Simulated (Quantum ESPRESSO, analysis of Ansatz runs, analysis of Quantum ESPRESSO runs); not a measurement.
**Local vibrational mode of the vacancy with four H in Ge (QE: PBE) (Quantum ESPRESSO)**

How near does this set-up come to the measured local vibrational mode? Subject: vacancy with four H in Ge. Set-up: QE: PBE, GBRV 1.5 PBE, 32-site cell, PBE lattice, k: 2x2x2 shifted. The model is a cell of 32 host atoms with 1 Ge taken out and 4 H put in. The frequencies come from force constants among the defect atom and its neighbours, with the masses of the isotopes named. Other potentials or another program check that the number doesn't hang on one set of files.

**The experiment.** Ge-H stretch, T2: 2061.5 cm⁻¹ at 9 K, by FTIR absorption, uniaxial stress, isotope substitution (“Hydrogen-Related Defects in Proton-Implanted Silicon and Germanium: An Infrared Absorption Spectroscopy Study”, 1998, Michael Budde, 1998 (PhD thesis, University of Aarhus)). The calculation is set beside it at the end.

Method: Quantum ESPRESSO plane-wave DFT, PBE, GBRV 1.5 PBE potentials; relaxation of all atoms of a defect supercell, in Quantum ESPRESSO 7.5.

## 1. The starting structure

The cell holds 35 atoms: 31 Ge and 4 H. Cell: a = 9.968 Å, b = 9.968 Å, c = 9.968 Å, α = 109.5°, β = 109.5°, γ = 109.5°. It derives from Ge (space group Fd-3m). Nearest the centre at fractional (0.500, 0.500, 0.500): H32 at 0.93 Å, H34 at 0.93 Å, H35 at 0.93 Å, H33 at 0.93 Å, Ge22 at 2.49 Å, Ge26 at 2.49 Å, Ge25 at 2.49 Å, Ge31 at 2.49 Å.

The host's primitive cell comes from a first run (Quantum ESPRESSO plane-wave DFT, PBE, GBRV 1.5 PBE potentials; relaxation of cell and atoms of a defect-free cell): vectors of 4.070, 4.070 and 4.070 Å. That is 23.83 Å³ an atom, 5.3 % over the diffraction cell's volume. The supercell is built on it.

## 2. Relaxation, charge 0

Every later number rests on the structure around the defect, so the atoms are relaxed at the host's lattice first.

Contents of pw.in:

```
&CONTROL
  calculation = 'relax'
  prefix = 'pwscf'
  outdir = './tmp'
  pseudo_dir = './pseudo'
  tprnfor = .true.
  disk_io = 'low'
  nstep = 70
  forc_conv_thr = 0.00039
  etot_conv_thr = 0.0001
/
&SYSTEM
  ibrav = 0
  nat = 35
  ntyp = 2
  ecutwfc = 45
  ecutrho = 360
  nbnd = 223
  occupations = 'smearing'
  smearing = 'fd'
  degauss = 0.00073499
/
&ELECTRONS
  conv_thr = 4d-08
  electron_maxstep = 100
  mixing_beta = 0.5
/
&IONS
  ion_dynamics = 'bfgs'
/
ATOMIC_SPECIES
Ge    72.6300 ge_pbe_v1.4.uspp.F.UPF
H      1.0080 h_pbe_v1.4.uspp.F.UPF
CELL_PARAMETERS angstrom
  -5.7552132298    5.7552132298    5.7552132298
   5.7552132298   -5.7552132298    5.7552132298
   5.7552132298    5.7552132298   -5.7552132298
ATOMIC_POSITIONS crystal
Ge     0.0000000000    0.0000000000    0.5000000000
Ge     0.0000000000    0.2500000000    0.2500000000
Ge     0.0000000000    0.5000000000    0.0000000000
Ge     0.0000000000    0.7500000000    0.7500000000
Ge     0.2500000000    0.0000000000    0.2500000000
Ge     0.2500000000    0.2500000000    0.0000000000
Ge     0.2500000000    0.5000000000    0.7500000000
Ge     0.2500000000    0.7500000000    0.5000000000
Ge     0.5000000000    0.0000000000    0.0000000000
Ge     0.5000000000    0.2500000000    0.7500000000
Ge     0.5000000000    0.7500000000    0.2500000000
Ge     0.7500000000    0.0000000000    0.7500000000
Ge     0.7500000000    0.2500000000    0.5000000000
Ge     0.7500000000    0.5000000000    0.2500000000
Ge     0.7500000000    0.7500000000    0.0000000000
Ge     0.0000000000    0.0000000000    0.2500000000
Ge     0.0000000000    0.2500000000    0.0000000000
Ge     0.0000000000    0.5000000000    0.7500000000
Ge     0.0000000000    0.7500000000    0.5000000000
Ge     0.2500000000    0.0000000000    0.0000000000
Ge     0.2500000000    0.2500000000    0.7500000000
Ge     0.2500000000    0.5000000000    0.5000000000
Ge     0.2500000000    0.7500000000    0.2500000000
Ge     0.5000000000    0.0000000000    0.7500000000
Ge     0.5000000000    0.2500000000    0.5000000000
Ge     0.5000000000    0.5000000000    0.2500000000
Ge     0.5000000000    0.7500000000    0.0000000000
Ge     0.7500000000    0.0000000000    0.5000000000
Ge     0.7500000000    0.2500000000    0.2500000000
Ge     0.7500000000    0.5000000000    0.0000000000
Ge     0.7500000000    0.7500000000    0.7500000000
H      0.4071490000    0.5000000000    0.5000000000
H      0.5000000000    0.4071490000    0.5000000000
H      0.5000000000    0.5000000000    0.4071490000
H      0.5928510000    0.5928510000    0.5928510000
K_POINTS automatic
2 2 2 1 1 1
```

The run is started by

```sh
$ OMP_NUM_THREADS=1 mpirun -n 4 pw.x -nk 2 -in pw.in > pw.out
```

The program printed:

```text
This program is part of the open-source Quantum ESPRESSO suite
     for quantum simulation of materials; please cite
         "P. Giannozzi et al., J. Phys.:Condens. Matter 21 395502 (2009);
         "P. Giannozzi et al., J. Phys.:Condens. Matter 29 465901 (2017);
         "P. Giannozzi et al., J. Chem. Phys. 152 154105 (2020);
          URL
     in publications or presentations arising from this work. More details at

     Message from routine setup:
     using ibrav=0 with symmetry is DISCOURAGED, use correct ibrav instead

     K-points division:     npool     =       2
     Subspace diagonalization in iterative solution of the eigenvalue problem:
     a serial algorithm will be used

     --------------------
     sticks:   dense  smooth     PW     G-vecs:    dense   smooth      PW
     Min        4784    2399    639               296796   104941   14597
     Max        4785    2400    640               296797   104942   14600
     Sum        9569    4799   1279               593593   209883   29197

     Using Slab Decomposition

     bravais-lattice index     =            0
     lattice parameter (alat)  =      18.8374  a.u.
     unit-cell volume          =    5145.6572 (a.u.)^3
     number of atoms/cell      =           35
     number of atomic types    =            2
     number of electrons       =       438.00
     number of Kohn-Sham states=          223
     kinetic-energy cutoff     =      45.0000  Ry
     charge density cutoff     =     360.0000  Ry
     scf convergence threshold =      4.0E-08
     mixing beta               =       0.5000
     number of iterations used =            8  plain     mixing
     energy convergence thresh.=      1.0E-04
     force convergence thresh. =      3.9E-04
     Exchange-correlation=  SLA  PW   PBX  PBC
                           (   1   4   3   4   0   0   0)
     nstep                     =           70

     celldm(1)=  18.837398  celldm(2)=   0.000000  celldm(3)=   0.000000
     celldm(4)=   0.000000  celldm(5)=   0.000000  celldm(6)=   0.000000

     crystal axes: (cart. coord. in units of alat)
               a(1) = (  -0.577350   0.577350   0.577350 )
               a(2) = (   0.577350  -0.577350   0.577350 )
               a(3) = (   0.577350   0.577350  -0.577350 )

     reciprocal axes: (cart. coord. in units 2 pi/alat)
               b(1) = ( -0.000000  0.866025  0.866025 )
               b(2) = (  0.866025 -0.000000  0.866025 )
               b(3) = (  0.866025  0.866025  0.000000 )

     PseudoPot. # 1 for Ge read from file:
     ge_pbe_v1.4.uspp.F.UPF
     Pseudo is Ultrasoft + core correction, Zval = 14.0
     Generated by new atomic code, or converted to UPF format
     Using radial grid of  873 points,  6 beta functions with:
                l(1) =   0
                l(2) =   0
                l(3) =   1
                l(4) =   1
                l(5) =   2
                l(6) =   2
     Q(r) pseudized with  8 coefficients,  rinner =    1.400   1.400   1.400
                                                       1.400   1.400

     PseudoPot. # 2 for H  read from file:
     h_pbe_v1.4.uspp.F.UPF
     Pseudo is Ultrasoft, Zval =  1.0
     Generated by new atomic code, or converted to UPF format
     Using radial grid of  615 points,  2 beta functions with:
                l(1) =   0
                l(2) =   0
     Q(r) pseudized with  8 coefficients,  rinner =    0.700

     atomic species   valence    mass     pseudopotential
     Ge               14.00    72.63000     Ge( 1.00)
     H                 1.00     1.00800     H ( 1.00)

     24 Sym. Ops. (no inversion) found (18 have fractional translation)

   Cartesian axes

     site n.     atom                  positions (alat units)
         1        Ge     tau(   1) = (   0.2886751   0.2886751  -0.2886751  )
         2        Ge     tau(   2) = (   0.2886751   0.0000000   0.0000000  )
         3        Ge     tau(   3) = (   0.2886751  -0.2886751   0.2886751  )
         4        Ge     tau(   4) = (   0.8660254  -0.0000000   0.0000000  )
         5        Ge     tau(   5) = (   0.0000000   0.2886751   0.0000000  )
         6        Ge     tau(   6) = (   0.0000000   0.0000000   0.2886751  )
         7        Ge     tau(   7) = (   0.5773503   0.2886751   0.0000000  )
         8        Ge     tau(   8) = (   0.5773503  -0.0000000   0.2886751  )
         9        Ge     tau(   9) = (  -0.2886751   0.2886751   0.2886751  )
        10        Ge     tau(  10) = (   0.2886751   0.5773503   0.0000000  )
        11        Ge     tau(  11) = (   0.2886751  -0.0000000   0.5773503  )
        12        Ge     tau(  12) = (  -0.0000000   0.8660254   0.0000000  )
        13        Ge     tau(  13) = (   0.0000000   0.5773503   0.2886751  )
        14        Ge     tau(  14) = (   0.0000000   0.2886751   0.5773503  )
        15        Ge     tau(  15) = (   0.0000000  -0.0000000   0.8660254  )
        16        Ge     tau(  16) = (   0.1443376   0.1443376  -0.1443376  )
[...]
24        Ge     tau(  24) = (   0.1443376   0.7216878  -0.1443376  )
        25        Ge     tau(  25) = (   0.1443376   0.4330127   0.1443376  )
        26        Ge     tau(  26) = (   0.1443376   0.1443376   0.4330127  )
        27        Ge     tau(  27) = (   0.1443376  -0.1443376   0.7216878  )
        28        Ge     tau(  28) = (  -0.1443376   0.7216878   0.1443376  )
        29        Ge     tau(  29) = (  -0.1443376   0.4330127   0.4330127  )
        30        Ge     tau(  30) = (  -0.1443376   0.1443376   0.7216878  )
        31        Ge     tau(  31) = (   0.4330127   0.4330127   0.4330127  )
        32        H      tau(  32) = (   0.3422827   0.2350676   0.2350676  )
        33        H      tau(  33) = (   0.2350676   0.3422827   0.2350676  )
        34        H      tau(  34) = (   0.2350676   0.2350676   0.3422827  )
        35        H      tau(  35) = (   0.3422827   0.3422827   0.3422827  )

     number of k points=     2  Fermi-Dirac smearing, width (Ry)=  0.0007
                       cart. coord. in units 2pi/alat
        k(    1) = (   0.4330127   0.4330127   0.4330127), wk =   0.5000000
        k(    2) = (   0.0000000   0.0000000   0.4330127), wk =   1.5000000

     Dense  grid:   593593 G-vectors     FFT dimensions: ( 120, 120, 120)

     Smooth grid:   209883 G-vectors     FFT dimensions: (  90,  90,  90)

     Initial potential from superposition of free atoms

     starting charge     437.9729, renormalised to     438.0000
     Starting wfcs are  283 randomized atomic wfcs

     Self-consistent Calculation

     iteration #  1     ecut=    45.00 Ry     beta= 0.50
[...]
Ge               0.7499792750        0.7499792750       -0.0000793751
Ge              -0.0000355266       -0.0000355266        0.2499398796
[...]
NEW-OLD atomic charge density approx. for the potential

     Self-consistent Calculation

[... 77 further cycles ...]
     iteration #  4     ecut=    45.00 Ry     beta= 0.50
     Davidson diagonalization with overlap
     ethr =  2.47E-11,  avg # of iterations =  3.5

     total energy              =   -6627.72966334 Ry
     estimated scf accuracy    <       0.00000002 Ry

     iteration #  5     ecut=    45.00 Ry     beta= 0.50
     Davidson diagonalization with overlap
     ethr =  5.15E-12,  avg # of iterations =  3.0

     total energy              =   -6627.72966335 Ry
     estimated scf accuracy    <          1.8E-09 Ry

     iteration #  6     ecut=    45.00 Ry     beta= 0.50
     Davidson diagonalization with overlap
     ethr =  4.14E-13,  avg # of iterations =  3.0

     End of self-consistent calculation

          k = 0.4330 0.4330 0.4330 ( 26284 PWs)   bands (ev):

[...]
6.6594   6.6594   6.6594   8.0698   8.0698   8.0698   8.3035

          k = 0.0000 0.0000 0.4330 ( 26259 PWs)   bands (ev):

[...]
6.1888   6.6366   6.6366   8.2368   8.7768   8.7768   8.9115

     the Fermi energy is     7.3630 ev

!    total energy              =   -6627.72966335 Ry
     estimated scf accuracy    <          1.3E-10 Ry
     smearing contrib. (-TS)   =       0.00000000 Ry
     internal energy E=F+TS    =   -6627.72966335 Ry

     The total energy is F=E-TS. E is the sum of the following terms:
     one-electron contribution =   -4519.07173495 Ry
     hartree contribution      =    2650.55964587 Ry
     xc contribution           =   -1810.02470183 Ry
     ewald contribution        =   -2949.19287244 Ry

     convergence has been achieved in   6 iterations

     Forces acting on atoms (cartesian axes, Ry/au):

[...]
Total force =     0.003062     Total SCF correction =     0.000064
     Energy error            =      4.8E-05 Ry
     Gradient error          =      5.5E-04 Ry/Bohr

     number of scf cycles    =  13
     number of bfgs steps    =  12

     energy             old  =   -6627.7296151431 Ry
     energy             new  =   -6627.7296633460 Ry

     CASE: energy            _new < energy            _old

     new trust radius        =       0.0050464461 bohr
     new conv_thr            =       0.0000000004 Ry

ATOMIC_POSITIONS (crystal)
[...]
NEW-OLD atomic charge density approx. for the potential

     Self-consistent Calculation

     iteration #  1     ecut=    45.00 Ry     beta= 0.50
     Davidson diagonalization with overlap
     ethr =  1.00E-06,  avg # of iterations =  3.0

     Threshold (ethr) on eigenvalues was too large:
     Diagonalizing with lowered threshold

     Davidson diagonalization with overlap
     ethr =  1.18E-09,  avg # of iterations =  5.5

     total energy              =   -6627.72970443 Ry
     estimated scf accuracy    <       0.00000688 Ry

     iteration #  2     ecut=    45.00 Ry     beta= 0.50
     Davidson diagonalization with overlap
     ethr =  1.57E-09,  avg # of iterations =  2.0

     total energy              =   -6627.72970535 Ry
     estimated scf accuracy    <       0.00000104 Ry

     iteration #  3     ecut=    45.00 Ry     beta= 0.50
     Davidson diagonalization with overlap
     ethr =  2.37E-10,  avg # of iterations =  2.0

     total energy              =   -6627.72970548 Ry
     estimated scf accuracy    <       0.00000020 Ry

     iteration #  4     ecut=    45.00 Ry     beta= 0.50
     Davidson diagonalization with overlap
     ethr =  4.58E-11,  avg # of iterations =  3.0

     total energy              =   -6627.72970549 Ry
     estimated scf accuracy    <       0.00000003 Ry

     iteration #  5     ecut=    45.00 Ry     beta= 0.50
     Davidson diagonalization with overlap
     ethr =  7.88E-12,  avg # of iterations =  3.0

     total energy              =   -6627.72970550 Ry
     estimated scf accuracy    <          2.7E-09 Ry

     iteration #  6     ecut=    45.00 Ry     beta= 0.50
     Davidson diagonalization with overlap
     ethr =  6.08E-13,  avg # of iterations =  3.0

     total energy              =   -6627.72970550 Ry
     estimated scf accuracy    <          4.1E-10 Ry

     iteration #  7     ecut=    45.00 Ry     beta= 0.50
     Davidson diagonalization with overlap
     ethr =  1.00E-13,  avg # of iterations =  3.0

     End of self-consistent calculation

          k = 0.4330 0.4330 0.4330 ( 26284 PWs)   bands (ev):

[...]
6.6598   6.6598   6.6598   8.0690   8.0690   8.0690   8.3054

          k = 0.0000 0.0000 0.4330 ( 26259 PWs)   bands (ev):

[...]
-16.8779 -16.8773 -16.8772  -4.6521  -3.7694  -3.7666  -3.7666  -3.5965
    -3.0827  -3.0564  -3.0564  -2.9290  -2.7316  -2.2316  -2.2316  -2.2226
    -1.9871  -1.2351  -1.2351  -1.1652  -0.9288  -0.0814  -0.0814  -0.0450
     0.0889   0.5091   0.5126   0.5126   0.5801   0.9889   2.0601   2.0601
     2.1835   2.5491   3.4017   3.4017   3.4314   3.5880   4.0072   4.1150
     4.1150   4.2218   4.5644   4.6074   4.6074   4.7883   4.7901   4.7958
     4.7958   4.8602   4.8602   4.8969   4.9098   5.0160   5.0160   5.0321
     5.1609   5.8218   5.9109   5.9109   5.9897   6.0322   6.0322   6.0598
     6.1886   6.6369   6.6369   8.2371   8.7765   8.7765   8.9130

     the Fermi energy is     7.3645 ev

!    total energy              =   -6627.72970550 Ry
     estimated scf accuracy    <          5.3E-11 Ry
     smearing contrib. (-TS)   =       0.00000000 Ry
     internal energy E=F+TS    =   -6627.72970550 Ry

     The total energy is F=E-TS. E is the sum of the following terms:
     one-electron contribution =   -4519.14809831 Ry
     hartree contribution      =    2650.59824629 Ry
     xc contribution           =   -1810.02570314 Ry
     ewald contribution        =   -2949.15415034 Ry

     convergence has been achieved in   7 iterations

     Forces acting on atoms (cartesian axes, Ry/au):

[...]
atom   28 type  1   force =    -0.00005631    0.00005631   -0.00014547
     atom   29 type  1   force =     0.00014547   -0.00005631   -0.00005631
     atom   30 type  1   force =    -0.00005631   -0.00014547    0.00005631
     atom   31 type  1   force =     0.00034682    0.00034682    0.00034682
     atom   32 type  2   force =     0.00024819   -0.00024819   -0.00024819
     atom   33 type  2   force =    -0.00024819    0.00024819   -0.00024819
     atom   34 type  2   force =    -0.00024819   -0.00024819    0.00024819
     atom   35 type  2   force =     0.00024819    0.00024819    0.00024819

     Total force =     0.001828     Total SCF correction =     0.000041
     Energy error            =      4.2E-05 Ry
     Gradient error          =      3.5E-04 Ry/Bohr

     bfgs converged in  14 scf cycles and  13 bfgs steps
     (criteria: energy <  1.0E-04 Ry, force <  3.9E-04 Ry/Bohr)

     End of BFGS Geometry Optimization

     Final energy             =   -6627.7297055018 Ry

     File ./tmp/pwscf.bfgs deleted, as requested
Begin final coordinates

ATOMIC_POSITIONS (crystal)
[...]
Ge               0.7515047581       -0.0007885827        0.5000000000
Ge               0.7477066592        0.2484952419        0.2484952419
Ge               0.7515047581        0.5000000000       -0.0007885827
Ge               0.7683399944        0.7683399944        0.7683399944
H                0.3867256034        0.5000000000        0.5000000000
H                0.5000000000        0.3867256034        0.5000000000
H                0.5000000000        0.5000000000        0.3867256034
H                0.6132743966        0.6132743966        0.6132743966
End final coordinates

=------------------------------------------------------------------------------=
   JOB DONE.
=------------------------------------------------------------------------------=
```

Run time: 30 min. Hardware: 4 MPI ranks of Arm Neoverse V2, shared host; peak memory 3.6 GiB; 2 h of CPU time.

Relaxation path:

```csv
step,energy less that of the first step (eV)
0,0.0000
1,-0.0833
2,-0.1636
3,-0.2644
4,-0.3764
5,-0.4695
6,-0.4924
7,-0.5010
8,-0.5092
9,-0.5119
10,-0.5127
11,-0.5130
12,-0.5137
13,-0.5143
```

The atoms that moved most (Å):

```csv
atom,dx,dy,dz,length
H32,0.118,-0.118,-0.118,0.204
H35,0.118,0.118,0.118,0.204
H34,-0.118,-0.118,0.118,0.204
H33,-0.118,0.118,-0.118,0.204
Ge22,0.106,-0.106,-0.106,0.183
Ge26,-0.106,-0.106,0.106,0.183
Ge25,-0.106,0.106,-0.106,0.183
Ge31,0.106,0.106,0.106,0.183
```

The relaxed structure:

```xyz
35
Lattice="-5.7552 5.7552 5.7552 5.7552 -5.7552 5.7552 5.7552 5.7552 -5.7552" Properties=species:S:1:pos:R:3 pbc="T T T"
Ge    2.8776    2.8776   -2.8776
Ge    2.8772   -0.0268   -0.0268
Ge    2.8776   -2.8776    2.8776
Ge    8.6324    0.0268    0.0268
Ge   -0.0268    2.8772   -0.0268
Ge   -0.0268   -0.0268    2.8772
Ge    5.7820    2.8780   -0.0268
Ge    5.7820   -0.0268    2.8780
Ge   -2.8776    2.8776    2.8776
Ge    2.8780    5.7820   -0.0268
Ge    2.8780   -0.0268    5.7820
Ge    0.0268    8.6324    0.0268
Ge   -0.0268    5.7820    2.8780
Ge   -0.0268    2.8780    5.7820
Ge    0.0268    0.0268    8.6324
Ge    1.4520    1.4520   -1.4429
Ge    1.4520   -1.4429    1.4520
Ge    7.2072    1.4429   -1.4520
Ge    7.2072   -1.4520    1.4429
Ge   -1.4429    1.4520    1.4520
Ge    4.3032    4.3032   -1.4429
Ge    4.4220    1.3333    1.3333
Ge    4.3032   -1.4429    4.3032
Ge    1.4429    7.2072   -1.4520
Ge    1.3333    4.4220    1.3333
Ge    1.3333    1.3333    4.4220
Ge    1.4429   -1.4520    7.2072
Ge   -1.4520    7.2072    1.4429
Ge   -1.4429    4.3032    4.3032
Ge   -1.4520    1.4429    7.2072
Ge    4.4220    4.4220    4.4220
H     3.5295    2.2257    2.2257
H     2.2257    3.5295    2.2257
H     2.2257    2.2257    3.5295
H     3.5295    3.5295    3.5295
```

Neighbours of the ideal centre at the end:

```csv
atom,distance (Å)
H32,1.129
H35,1.129
H34,1.129
H33,1.129
Ge26,2.675
Ge31,2.675
Ge22,2.675
Ge25,2.675
```

Neighbours of the added atoms: H32: Ge22 1.55, H34 1.84, H33 1.84 Å; H33: Ge25 1.55, H34 1.84, H32 1.84 Å; H34: Ge26 1.55, H33 1.84, H32 1.84 Å; H35: Ge31 1.55, H33 1.84, H32 1.84 Å.

[end of part 1 of 2]

[Logs are printed without paths, hosts, clocks, repeated set-up lines and the standing remarks that a program may print on its own settings, such as how far it seeks lower states.]

[Hosts, paths, dates, database ids (printed as entryN), source tags and the programs' standing remarks are cut or masked in the printed files.]

[For some hosts the program warned that the k-mesh of the response run may be too coarse for force constants and the static dielectric constant; such warnings are not shown here.]
